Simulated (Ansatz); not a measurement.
# Is the response still linear at 0.35 V/Å? 2H-MoOSe under Ti2CO2 MXene, AA

The dipole of a slab grows in proportion to a weak field along its normal. Does the weak-field slope carry to a strong field?

How it was computed: Ansatz 0.2.0, plane waves with PAW datasets (its set soft_2), PBE-D3(BJ); atoms held at their relaxed places, 18 Å of vacuum, dipole correction, cell area 7.91 Å², 18×18 k-points, smearing 0.05 eV. Without field the slab has a gap of 0.31 eV.

| run | field (V/Å) | dipole (e·Å) |
| --- | --- | --- |
| run 1 | −0.10 | −0.14926 |
| run 2 | 0.00 | −0.10396 |
| run 3 | 0.10 | −0.05653 |
| run 4 | 0.35 | ? |

Q: Estimate the withheld value from the rows shown.

A least-squares line through the 3 rows shown has slope 0.463650 and intercept −0.103250; no row lies more than 0.00071 e·Å off it. A perfect conductor with that slope would be 180.95 × 0.46365 / 7.91 = 10.61 Å thick. At 0.35 it gives 0.463650 × 0.35 + (−0.103250) = 0.05903 e·Å, beyond the rows fitted. Rounding and scatter of the rows alone allow about ±0.00249 e·Å there.

The run itself gives 0.06635 e·Å: a miss of +0.00732 e·Å. That is 4.5 % of the induced dipole, a departure from the straight line; meanwhile the gap has gone from 0.31 eV to under 0.05 eV.

**Limits.** Ions are held, so this is the electronic response. Of the series that stay linear within 1 %, this collection keeps about one in seven, and it keeps all that bend. In the strongest field, at least, the program warns that the far vacuum lies low against the Fermi level, so charge may spill into it, by an amount that depends on the cell's height. With a small gap or none the response hangs on mesh and smearing, which were not varied here.
